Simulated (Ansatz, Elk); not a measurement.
# Bonding as seen by X-rays: SnH, part 2 of 2

The structure of SnH used here is made up (a known structure type with other elements) and was relaxed beforehand with PBE. The aim is the Fourier transform of its all-electron density, F(hkl), set beside the sum over free spherical atoms that refinements use.

Elk 11.2.3 (patched build); all-electron DFT.

So far: Set-up; Ground state and structure factors; The highest occupied states alone.

The structure was built from a prototype and need not be the compound's stable phase.

## 4. Another functional

Level of this step: DFT, LDA (Perdew-Wang), all-electron APW+lo, Dirac cores, scalar-relativistic bands, static density, no spin (Elk).

The difference from free atoms is small, so it is set against the change that LDA (Perdew-Wang) makes.

Input file elk.in:

```
tasks
  0
  195

xctype
  3

spinpol
  .false.

rgkmax
  7.0

gmaxvr
  14.0

lmaxo
  7

lmaxapw
  8

swidth
  0.002

tshift
  .false.

ramdisk
  .false.

hmaxvr
  5.5

maxscl
  120

epspot
  1e-06

sppath
  './'

avec
  6.43493123099 0.00000000000 -0.00000000000
  0.00000000000 6.43493123099 0.00000000000
  -0.00000000000 0.00000000000 11.29795912314

atoms
  2
  'Sn.in'
  2
  0.5000000000 0.0000000000 0.5000000000   0.000000 0.000000 0.000000
  -0.0000000000 0.5000000000 -0.0000000000   0.000000 0.000000 0.000000
  'H.in'
  2
  -0.0000000000 0.0000000000 0.2500000000   0.000000 0.000000 0.000000
  0.0000000000 0.0000000000 0.7500000000   0.000000 0.000000 0.000000

ngridk
  7 7 4
```

The run is started by

```
$ OMP_NUM_THREADS=4 elk
```

Numbers of over 12 decimals in the logs are rounded to 6 here.

Output:

```text
┌─────────────────────────┐
│ Elk code version 11.2.3 │
└─────────────────────────┘

All units are atomic (Hartree, Bohr, etc.)

┌─────────────────────────────────────────────────┐
│ Ground-state run starting from atomic densities │
└─────────────────────────────────────────────────┘

Lattice vectors :
   6.434931231       0.000000000      -0.000000000
   0.000000000       6.434931231       0.000000000
  -0.000000000       0.000000000       11.29795912

Reciprocal lattice vectors :
  0.9764184078      -0.000000000       0.000000000
[...]
muffin-tins (core leakage)
  species : 1 (Sn)
   atom 1                    :    48.04112513     (  0.6185354627E-04)
   atom 2                    :    48.04112513     (  0.6185354627E-04)
  species : 2 (H)
   atom 1                    :   0.6999626494     (   0.000000000    )
   atom 2                    :   0.6999626494     (   0.000000000    )
 total in muffin-tins        :    97.48217556
 total calculated charge     :    101.9994040
 total charge                :    102.0000000
 error                       :   0.5959635102E-03

┌──────────────────────────────┐
│ Self-consistent loop stopped │
└──────────────────────────────┘

Wrote STATE.OUT
[key lines of the parts left out:]
total energy                :     -12348.632224584
```

The job ended after 13 s (4 threads of Intel Xeon 6975P-C (Granite Rapids), shared host; peak memory 0.16 GiB).

Against the first run R = 0.04 %; the largest change is -0.074 at 200.

## 5. Basis size

The basis and the expansions that go with it are enlarged, to see whether the differences are converged.

Edit elk.in of step 4 so:

```diff
@@ -5,3 +5,3 @@
 xctype
-  3
+  20
 
@@ -11,12 +11,12 @@
 rgkmax
-  7.0
+  8.5
 
 gmaxvr
-  14.0
+  18.0
 
 lmaxo
-  7
+  9
 
 lmaxapw
-  8
+  10
```

The run is started by

```
$ OMP_NUM_THREADS=4 elk
```

Output:

```text
┌─────────────────────────┐
│ Elk code version 11.2.3 │
└─────────────────────────┘

All units are atomic (Hartree, Bohr, etc.)

┌─────────────────────────────────────────────────┐
│ Ground-state run starting from atomic densities │
└─────────────────────────────────────────────────┘

Lattice vectors :
   6.434931231       0.000000000      -0.000000000
   0.000000000       6.434931231       0.000000000
  -0.000000000       0.000000000       11.29795912

Reciprocal lattice vectors :
  0.9764184078      -0.000000000       0.000000000
[...]
muffin-tins (core leakage)
  species : 1 (Sn)
   atom 1                    :    48.00952856     (  0.6544433466E-04)
   atom 2                    :    48.00952856     (  0.6544433466E-04)
  species : 2 (H)
   atom 1                    :   0.7277915218     (   0.000000000    )
   atom 2                    :   0.7277915218     (   0.000000000    )
 total in muffin-tins        :    97.47464017
 total calculated charge     :    101.9998469
 total charge                :    102.0000000
 error                       :   0.1530980326E-03

┌──────────────────────────────┐
│ Self-consistent loop stopped │
└──────────────────────────────┘

Wrote STATE.OUT
[key lines of the parts left out:]
total energy                :     -12359.277788687
```

Run time: 45 s. Hardware: 4 threads; peak memory 0.3 GiB.

Against the first run R = 0.00 %; the largest change is -0.004 at 006.

## 6. A coarser k-mesh

About half the k-points along each axis test the sampling.

Edit elk.in of step 5 so:

```diff
@@ -11,12 +11,12 @@
 rgkmax
-  8.5
+  7.0
 
 gmaxvr
-  18.0
+  14.0
 
 lmaxo
-  9
+  7
 
 lmaxapw
-  10
+  8
 
@@ -60,2 +60,2 @@
 ngridk
-  7 7 4
+  4 4 2
```

The run is started by

```
$ OMP_NUM_THREADS=4 elk
```

Output:

```text
┌─────────────────────────┐
│ Elk code version 11.2.3 │
└─────────────────────────┘

All units are atomic (Hartree, Bohr, etc.)

┌─────────────────────────────────────────────────┐
│ Ground-state run starting from atomic densities │
└─────────────────────────────────────────────────┘

Lattice vectors :
   6.434931231       0.000000000      -0.000000000
   0.000000000       6.434931231       0.000000000
  -0.000000000       0.000000000       11.29795912

Reciprocal lattice vectors :
  0.9764184078      -0.000000000       0.000000000
[...]
muffin-tins (core leakage)
  species : 1 (Sn)
   atom 1                    :    48.00783863     (  0.6542306551E-04)
   atom 2                    :    48.00783863     (  0.6542306551E-04)
  species : 2 (H)
   atom 1                    :   0.7163435189     (   0.000000000    )
   atom 2                    :   0.7163435189     (   0.000000000    )
 total in muffin-tins        :    97.44836430
 total calculated charge     :    101.9994179
 total charge                :    102.0000000
 error                       :   0.5820795877E-03

┌──────────────────────────────┐
│ Self-consistent loop stopped │
└──────────────────────────────┘

Wrote STATE.OUT
[key lines of the parts left out:]
total energy                :     -12359.275094608
```

It took 9.8 s on 4 threads; peak memory 0.16 GiB; 22 s of CPU time.

Against the first run R = 0.01 %; the largest change is +0.036 at 110.

## 7. Settings against the effect

| run | R against the first run (%) | R against neutral atoms, low angle (%) | wall time |
| --- | --- | --- | --- |
| PBE, rgkmax 7 | 0.00 | 0.20 | 15 s |
| LDA (Perdew-Wang) | 0.04 | 0.15 | 13 s |
| rgkmax 8.5 with larger expansions | 0.00 | 0.20 | 45 s |
| k-mesh 4×4×2 | 0.01 | 0.18 | 9.8 s |

## 8. Results

| Item | Value |
| --- | --- |
| R against neutral atoms, sin θ/λ < 0.3 Å⁻¹ | 0.20 % |
| R against neutral atoms, 0.3 to 0.83 Å⁻¹ | 0.12 % |

Independent neutral atoms miss the calculated amplitudes by R = 0.20 % below 0.3 Å⁻¹ and 0.12 % from there to 0.83 Å⁻¹; by shells, 7.73 % below 0.15 Å⁻¹ (1 form), 0.18 % 0.15 to 0.3 (7 forms), 0.06 % 0.3 to 0.45 (16 forms), 0.14 % above 0.45 (74 forms). Bonding, aspherical density and the tables' own atoms all enter these figures, and the runs don't part them. The largest change of an amplitude is -0.35 electrons, at 110. Weak lines can change much in proportion: 102 goes from 0.84 to 1.07. The window's part falls from 9.5 electrons at the origin to at most 0.28 between 0.45 and 0.83 Å⁻¹. Below 0.3 Å⁻¹ the changes that finished (LDA (Perdew-Wang), rgkmax 8.5 with larger expansions and k-mesh 4×4×2) move F by R = 0.08 % at most, against the 0.20 % that separates it from free atoms, so the difference from free atoms is only partly resolved. Part of the difference isn't bonding: the tables are fits to free atoms and ions calculated by other methods than this functional. Thermal motion, anomalous dispersion and extinction are left out.

[Logs are printed without paths, hosts, clocks, repeated set-up lines and the standing remarks that a program may print on its own settings, such as how far it seeks lower states.]

[Hosts, paths, dates, database ids (printed as entryN), source tags and the programs' standing remarks are cut or masked in the printed files.]
